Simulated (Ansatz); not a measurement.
## G0W0 on several functionals: KF (Carobbiite)

How much of the starting functional survives in the G0W0 gap of KF (Carobbiite)?

Calculated with Ansatz 0.2.0; G0W0 on several functionals, plane waves, PAW.

Report form: the programs' logs are mostly left out.

In doubt: masses and optical values from hybrid runs of this build are listed as unsure (step 4), which bears on the screening that GW takes from such a start.

## 1. Starting point

The structure is cubic, space group Fm-3m (No. 225). The conventional cell has a = 5.344 Å, b = 5.344 Å, c = 5.344 Å, α = 90.00°, β = 90.00°, γ = 90.00°. Nearest to K lie 6 F at 2.67 Å. F has 6 K at 2.67 Å nearest. Farther neighbours and most contacts between anions are not listed.

The cell and positions come from the Crystallography Open Database and are kept as given unless a step says otherwise.

## 2. G0W0 on LDA

Now the one-shot GW correction: screening in the RPA, then the self-energy of the levels asked for. This step takes PAW set soft_1 files.

This step: G0W0 on LDA, plane waves, PAW; PAW set soft_1.

Input file input.yaml:

```yaml
crystal:
  lattice:
    - [0.0, 2.67185, 2.67185]
    - [2.67185, 0.0, 2.67185]
    - [2.67185, 2.67185, 0.0]
  atoms:
    - { symbol: K, position: [0.0, 0.0, 0.0] }
    - { symbol: F, position: [0.5, 0.5, 0.5] }
kpoints:
  mp_grid: { grid: [6, 6, 6] }
hamiltonian:
  xc: lda
  pseudopotentials: { kind: paw, azcp: { folder: soft_1 }, xc_functional: pbe }
scf:
  occupations: { method: fixed }
gw:
  n_empty_bands: 113
  ecut_chi: 120
  qp_bands: [v2, c2]
  qp_kpoints: band_edges
  screening: { model: contour_deformation }
```

Launch:

```sh
$ ansatz run input.yaml --threads 24 --pin off --max-ram 82944MiB --backend cuda --events-out ev --progress --plain --runs-dir out --devices 1 --max-vram 78GiB
```

Elapsed: 4.9 s, on 1 × NVIDIA GB200 (shared by 2 runs) with 24 threads of Arm Neoverse V2, shared host; peak memory 1.1 GiB; 11 s of CPU time.

This step gave:

- bands summed: 121
- RPA ε∞ on this mesh (eigenvalues): 1.960, 1.960, 1.960
- plane waves in the screening matrix: 113
- q-points in the mesh: 216
- G0W0 gap on the mesh: 9.556 eV
- k of the valence top: 0, 0, 0
- k of the conduction bottom: 0, 0, 0
- starting gap on the mesh: 5.806 eV
- Z at the valence top: 0.7808
- Z at the conduction bottom: 0.8888
- least direct G0W0 gap on the computed points: 9.556 eV

The gap on the mesh goes from 5.81 eV to 9.56 eV, a correction of +3.75 eV. Between the two edge states, bare exchange in place of the xc potential would open the gap by 12.31 eV, and correlation takes back 8.56 eV.

## 3. G0W0 on PBE

One-shot GW remembers its start. Another functional's orbitals and levels show by how much.

This step: G0W0 on PBE, plane waves, PAW; PAW set soft_1.

Changes to input.yaml since step 2:

```diff
@@ -11,4 +11,4 @@
 hamiltonian:
-  xc: lda
-  pseudopotentials: { kind: paw, azcp: { folder: soft_1 }, xc_functional: pbe }
+  xc: pbe
+  pseudopotentials: { kind: paw, azcp: { folder: soft_1 } }
 scf:
```

It took 4.2 s on 1 × NVIDIA GB200 (shared by 2 runs) with 24 threads; peak memory 1.2 GiB; 10 s of CPU time.

This step gave:

| Item | Value |
| --- | --- |
| bands summed | 121 |
| RPA ε∞ on this mesh (eigenvalues) | 1.902, 1.902, 1.902 |
| plane waves in the screening matrix | 113 |
| q-points in the mesh | 216 |
| G0W0 gap on the mesh | 9.556 eV |
| k of the valence top | 0, 0, 0 |
| k of the conduction bottom | 0, 0, 0 |
| starting gap on the mesh | 6.182 eV |
| Z at the valence top | 0.7879 |
| Z at the conduction bottom | 0.8935 |
| least direct G0W0 gap on the computed points | 9.556 eV |

Against the run with 6×6×6 mesh, 113 empty bands, screening to 120 eV, PAW set soft_1 files on LDA, the gap moves by +0.000 eV, while the start moved by +0.38 eV.

## 4. G0W0 on HSE06

This step: G0W0 on HSE06, plane waves, PAW; PAW set soft_1.

Changes to input.yaml since step 3:

```diff
@@ -11,3 +11,3 @@
 hamiltonian:
-  xc: pbe
+  xc: hse06
   pseudopotentials: { kind: paw, azcp: { folder: soft_1 } }
```

Wall time 7.9 s (1 × NVIDIA GB200 (shared by 2 runs) with 24 threads); peak memory 1.2 GiB; 30 s of CPU time.

Numbers from this step:

```yaml
bands_summed: 121
rpa_eps_infinity_on_this_mesh_eigenvalues: 1.735, 1.735, 1.735
plane_waves_in_the_screening_matrix: 113
g0w0_gap_on_the_mesh: 10.45 eV
k_of_the_valence_top: 0, 0, 0
k_of_the_conduction_bottom: 0, 0, 0
starting_gap_on_the_mesh: 8.182 eV
least_direct_g0w0_gap_on_the_computed_points: 10.45 eV
```

Against the run with 6×6×6 mesh, 113 empty bands, screening to 120 eV, PAW set soft_1 files on PBE, the gap moves by +0.90 eV, while the start moved by +2.00 eV.

## 5. The starts together

All on the 6×6×6 mesh with 113 empty bands and screening to 120 eV. Times are wall times on 1 × NVIDIA GB200 (shared by 2 runs) with 24 threads of Arm Neoverse V2, shared host, good to a factor of about two.

```csv
start,starting gap (eV),shift (eV),G0W0 gap (eV),RPA ε∞ (harmonic mean),"Z (valence, conduction)",time
LDA,5.81,+3.75,9.56,1.96,"0.78, 0.89",4.9 s
PBE,6.18,+3.37,9.56,1.90,"0.79, 0.89",4.2 s
HSE06,8.18,+2.27,10.45,1.74,"0.82, 0.91",7.9 s
```

The parts of the quasiparticle energy at the two band edges (eV; QP = start + Σx + Σc − Vxc):

```
  run               edge  start      Σx     Σc     Vxc     Z     QP
  LDA        valence top   1.00  -30.68   5.48  -23.08  0.78  -1.12
  LDA  conduction bottom   6.81   -5.01  -3.08   -9.73  0.89   8.44
  PBE        valence top   1.45  -30.79   5.44  -23.00  0.79  -0.89
  PBE  conduction bottom   7.63   -4.87  -2.95   -8.86  0.89   8.67
HSE06        valence top  -0.14  -30.83   4.65  -24.83  0.82  -1.49
HSE06  conduction bottom   8.04   -4.61  -2.72   -8.25  0.91   8.96
```

For a hybrid start, Vxc holds its share of exact exchange.

## 6. What came out

```
G0W0@LDA     : 9.56 eV (start 5.81 eV)
G0W0@PBE     : 9.56 eV (start 6.18 eV)
G0W0@HSE06   : 10.45 eV (start 8.18 eV)
known limits : not at the basis limit
```

What this shows: The starting gaps span 2.38 eV and the G0W0 gaps 0.90 eV. Between LDA and HSE06, 0.90 eV of the 2.38 eV survives, 38 %. HSE06 screens less than LDA (ε∞ 1.74 against 1.96). Of the 0.90 eV by which its G0W0 gap is higher, the correlation part gives +1.20 eV, and exchange with the one-particle terms, which follow the orbitals, −0.30 eV. The smallest correction, +2.27 eV, is on HSE06, the start nearest to reproducing itself. Bands and cutoff are finite, so the gap is not at the basis limit. The miss can reach some tenths of an eV and take either sign; the mesh is an error of its own.

[Paths, hosts, dates, memory and timing lines, banners, echoed tables and standing remarks are left out of the program output.]

[Logs are printed without paths, hosts, clocks, repeated set-up lines and the standing remarks that a program may print on its own settings, such as how far it seeks lower states.]

[Runs of the session that timed out or met a known fault of the program may be left out.]

[Cells called generated may have been cut or substituted from an entry of the Crystallography Open Database or the Materials Project.]

[Hosts, paths, dates, database ids (printed as entryN), source tags and the programs' standing remarks are cut or masked in the printed files.]
